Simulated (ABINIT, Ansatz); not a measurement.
**BaSrSn2O6 (P4/mmm): G0W0 on several meshes in ABINIT**

Aim: the GW shift of BaSrSn2O6 (P4/mmm) against the k mesh.

Method: LDA and many-body steps on it, plane waves, in ABINIT 10.8.3.

Report form: the programs' logs are mostly left out.

### Step 1. Set-up

Symmetry: P4/mmm, No. 123, tetragonal system. The conventional cell has a = 4.146 Å, b = 4.146 Å, c = 8.295 Å, α = 90.00°, β = 90.00°, γ = 90.00°. Ba has 12 O at 2.93 to 2.97 Å nearest. Nearest to Sr lie 12 O at 2.89 to 2.93 Å. Nearest to Sn lie 6 O at 2.05 to 2.10 Å. Nearest to O lie 2 Sn at 2.10 Å and 4 Ba at 2.93 Å. Nearest to O lie 2 Sn at 2.05 Å and 4 Sr at 2.93 Å. O has 2 Sn at 2.07 Å and 2 Sr at 2.89 Å and 2 Ba at 2.97 Å nearest. Farther neighbours and most contacts between anions are not listed.

Structure file:

```cif
data_structure
_symmetry_space_group_name_H-M 'P 1'
_symmetry_Int_Tables_number 1
_cell_length_a 4.1464
_cell_length_b 4.1464
_cell_length_c 8.2949
_cell_angle_alpha 90.000
_cell_angle_beta 90.000
_cell_angle_gamma 90.000
_cell_volume 142.61
loop_
_atom_site_label
_atom_site_type_symbol
_atom_site_fract_x
_atom_site_fract_y
_atom_site_fract_z
_atom_site_occupancy
Ba1 Ba 0.50000 0.50000 0.00000 1
Sr2 Sr 0.50000 0.50000 0.50000 1
Sn3 Sn 0.00000 0.00000 0.74721 1
Sn4 Sn 0.00000 0.00000 0.25279 1
O5 O 0.00000 0.00000 0.00000 1
O6 O 0.00000 0.00000 0.50000 1
O7 O 0.00000 0.50000 0.25666 1
O8 O 0.00000 0.50000 0.74334 1
O9 O 0.50000 0.00000 0.74334 1
O10 O 0.50000 0.00000 0.25666 1
```

The cell and positions are those that the Materials Project relaxed with its own functionals (PBE, PBE+U or r2SCAN), kept fixed. Spin-orbit coupling is left out unless a step names it.

### Step 2. Empty states on the mesh, 2×2×1 mesh, 309 bands

This step: ABINIT 10.8.3; DFT, LDA, plane waves, norm-conserving pseudopotentials.

The sums over transitions need many empty states on a uniform mesh; this step solves for them.

run.abi reads:

```
acell 3*1.0 Angstrom
rprim 
  4.146422000000 0.000000000000 0.000000000000
  0.000000000000 4.146422000000 0.000000000000
  0.000000000000 0.000000000000 8.294893000000
ntypat 4
znucl 56 38 50 8
natom 10
typat 1 2 3 3 4 4 4 4 4 4
xred 
  0.500000000000 0.500000000000 0.000000000000
  0.500000000000 0.500000000000 0.500000000000
  0.000000000000 0.000000000000 0.747206000000
  0.000000000000 0.000000000000 0.252794000000
  0.000000000000 0.000000000000 0.000000000000
  0.000000000000 0.000000000000 0.500000000000
  0.000000000000 0.500000000000 0.256664000000
  0.000000000000 0.500000000000 0.743336000000
  0.500000000000 0.000000000000 0.743336000000
  0.500000000000 0.000000000000 0.256664000000
pp_dirpath "pseudos"
pseudos "Ba.upf, Sr.upf, Sn.upf, O.upf"
ecut 42
ngkpt 2 2 1
nshiftk 1
shiftk 0 0 0
kptopt 1
chksymbreak 0
iscf -2
irdden 1
istwfk *1
nband 309
nbdbuf 28
tolwfr 1e-09
nstep 60
prtvol 0
indata_prefix "in"
outdata_prefix "out"
tmpdata_prefix "tmp"
```

Command:

```console
$ OMP_NUM_THREADS=1 mpirun -n 4 abinit run.abi > log
```

Wall time 3.2 min (4 MPI ranks of Arm Neoverse V2, shared host); peak memory 0.57 GiB; 13 min of CPU time.

This step gave:

- gap: 0.5069 eV
- k of the valence top: 0.5, 0.5, 0
- k of the conduction bottom: 0, 0, 0
- least direct gap: 1.174 eV
- k points computed: 3
- lowest point of the top converged band, above the valence top: 69.9436 eV

On this mesh the gap is 0.507 eV.

The density comes from a self-consistent run that is not shown.

### Step 3. Screening, 2×2×1 mesh, 144 bands, screening to 114.3 eV

The RPA dielectric matrix is built and inverted for each q.

This step: RPA screening on LDA, plane waves, norm-conserving pseudopotentials.

run.abi, as its differences from that of step 2:

```diff
@@ -28,10 +28,11 @@
 chksymbreak 0
-iscf -2
-irdden 1
 istwfk *1
-nband 309
-nbdbuf 28
-tolwfr 1e-09
-nstep 60
-prtvol 0
+occopt 1
+irdwfk 1
+optdriver 3
+nband 144
+ecuteps 4.2
+inclvkb 2
+awtr 1
+symchi 1
 indata_prefix "in"
```

Elapsed: 60 s, on 4 MPI ranks; peak memory 1.9 GiB.

This step gave:

| Property | Result |
| --- | --- |
| ε∞ with local fields, on this mesh, along the program's q direction | 18.01 |
| the same without local fields | 19.49 |
| plasma frequency | 31.09 eV |
| plane waves in the screening matrix | 395 |

Local fields lower ε∞ by 8 %. On a Γ-centred mesh this coarse the value itself is usually too large, while a short band sum pulls it down.

### Step 4. 2×2×1

The self-energy is evaluated for the states that the input lists, and the levels follow from it, in one-shot runs by the linearised quasiparticle equation.

This step: G0W0 on LDA, plane waves, norm-conserving pseudopotentials.

run.abi, as its differences from that of step 3:

```diff
@@ -31,8 +31,17 @@
 irdwfk 1
-optdriver 3
+optdriver 4
 nband 144
+gwcalctyp 0
+ecutsigx 42
+symsigma 1
+nkptgw 2
+kptgw 
+  0.5000000000 0.5000000000 0.0000000000
+  0.0000000000 0.0000000000 0.0000000000
+bdgw 
+  49 53
+  49 52
 ecuteps 4.2
-inclvkb 2
-awtr 1
-symchi 1
+irdscr 1
+ppmodel 1
 indata_prefix "in"
```

It took 12 s on 4 MPI ranks; peak memory 1.3 GiB; 49 s of CPU time.

This step gave:

```yaml
g0w0_gap_on_the_points_computed: 1.970 eV
starting_gap_on_the_mesh: 0.5069 eV
k_of_the_valence_top: 0.5, 0.5, 0
k_of_the_conduction_bottom: 0, 0, 0
z_at_the_valence_top: 0.763
z_at_the_conduction_bottom: 0.814
least_direct_g0w0_gap_on_the_computed_points: 2.652 eV
```

The gap on the mesh goes from 0.51 eV to 1.97 eV, a correction of +1.46 eV.

### Step 5. Empty states on the mesh, 4×4×2 mesh, 158 bands

This step: DFT, LDA, plane waves, norm-conserving pseudopotentials.

run.abi, as its differences from that of step 4:

```diff
@@ -23,3 +23,3 @@
 ecut 42
-ngkpt 2 2 1
+ngkpt 4 4 2
 nshiftk 1
@@ -28,20 +28,10 @@
 chksymbreak 0
+iscf -2
+irdden 1
 istwfk *1
-occopt 1
-irdwfk 1
-optdriver 4
-nband 144
-gwcalctyp 0
-ecutsigx 42
-symsigma 1
-nkptgw 2
-kptgw 
-  0.5000000000 0.5000000000 0.0000000000
-  0.0000000000 0.0000000000 0.0000000000
-bdgw 
-  49 53
-  49 52
-ecuteps 4.2
-irdscr 1
-ppmodel 1
+nband 158
+nbdbuf 14
+tolwfr 1e-09
+nstep 60
+prtvol 0
 indata_prefix "in"
```

It took 3.5 min on 4 MPI ranks; peak memory 0.81 GiB; 14 min of CPU time.

Numbers from this step:

```yaml
gap: 0.5069 eV
k_of_the_valence_top: 0.5, 0.5, 0
k_of_the_conduction_bottom: 0, 0, 0
least_direct_gap: 1.174 eV
k_points_computed: 12
lowest_point_of_the_top_converged_band_above_the_valence_top: 37.10 eV
```

On this mesh the gap is 0.507 eV.

### Step 6. Screening, 4×4×2 mesh, 144 bands, screening to 114.3 eV

This step: RPA screening on LDA, plane waves, norm-conserving pseudopotentials.

run.abi, as its differences from that of step 5:

```diff
@@ -28,10 +28,11 @@
 chksymbreak 0
-iscf -2
-irdden 1
 istwfk *1
-nband 158
-nbdbuf 14
-tolwfr 1e-09
-nstep 60
-prtvol 0
+occopt 1
+irdwfk 1
+optdriver 3
+nband 144
+ecuteps 4.2
+inclvkb 2
+awtr 1
+symchi 1
 indata_prefix "in"
```

Elapsed: 7.6 min, on 4 MPI ranks; peak memory 5 GiB.

Numbers from this step:

```
ε∞ with local fields, on this mesh, along the program's q direction : 6.103
the same without local fields                                       : 6.423
plasma frequency                                                    : 31.09 eV
plane waves in the screening matrix                                 : 395
```

### Step 7. 4×4×2

This step: G0W0 on LDA, plane waves, norm-conserving pseudopotentials.

run.abi, as its differences from that of step 6:

```diff
@@ -31,8 +31,17 @@
 irdwfk 1
-optdriver 3
+optdriver 4
 nband 144
+gwcalctyp 0
+ecutsigx 42
+symsigma 1
+nkptgw 2
+kptgw 
+  0.5000000000 0.5000000000 0.0000000000
+  0.0000000000 0.0000000000 0.0000000000
+bdgw 
+  49 53
+  49 52
 ecuteps 4.2
-inclvkb 2
-awtr 1
-symchi 1
+irdscr 1
+ppmodel 1
 indata_prefix "in"
```

Elapsed: 35 s, on 4 MPI ranks; peak memory 3.3 GiB.

Numbers from this step:

```yaml
g0w0_gap_on_the_points_computed: 2.366 eV
starting_gap_on_the_mesh: 0.5069 eV
k_of_the_valence_top: 0.5, 0.5, 0
k_of_the_conduction_bottom: 0, 0, 0
z_at_the_valence_top: 0.775
z_at_the_conduction_bottom: 0.834
least_direct_g0w0_gap_on_the_computed_points: 3.043 eV
```

Against G0W0 in ABINIT (2×2×1 mesh, 144 bands, screening to 114.3 eV, Godby-Needs plasmon pole), the gap moves by +0.396 eV.

### Step 8. Side by side

Times are wall times on 4 MPI ranks of Arm Neoverse V2, shared host, good to a factor of about two. A run's time includes the screening step that it read.

```csv
run,mesh,bands,screening cutoff (eV),DFT gap (eV),gap on the mesh (eV),direct (eV),ε∞ used,time
2×2×1,2×2×1,144,114.3,0.507,1.970,2.652,18.01,73 s
4×4×2,4×4×2,144,114.3,0.507,2.366,3.043,6.10,8.2 min
```

### Step 9. What came out

| Property | Result |
| --- | --- |
| 2×2×1 | 1.970 eV |
| 4×4×2 | 2.366 eV |
| known limits | not at the basis limit; no spin-orbit coupling; coarse k mesh |

4×4×2: +0.396 eV against 2×2×1. Bands and cutoff are finite, so the gap is not at the basis limit. The miss can reach some tenths of an eV and take either sign; the mesh is an error of its own. In the G0W0 runs levels were corrected at 2 k points alone, so a gap called «on the mesh» is the least over those, and an edge elsewhere would be missed. The 2×2×1 mesh is coarse for this cell, which bears on the long-range parts of exchange and screening. The many-body steps are scalar-relativistic: spin-orbit coupling is not in them.

[Paths, hosts, dates, memory and timing lines, banners, echoed tables and standing remarks are left out of the program output.]

[Logs are printed without paths, hosts, clocks, repeated set-up lines and the standing remarks that a program may print on its own settings, such as how far it seeks lower states.]

[Runs of the session that timed out or met a known fault of the program may be left out.]

[Hosts, paths, dates, database ids (printed as entryN), source tags and the programs' standing remarks are cut or masked in the printed files.]

[G0W0 gaps are taken among the corrected bands and points alone; a level outside them can change the order at an edge.]

[Where Ansatz stands beside ABINIT at settings called matched, ABINIT's density can come from a denser mesh and the files from another edition; pairs whose starting gaps differed by over 0.03 eV were left out, so agreement reads better than it is.]
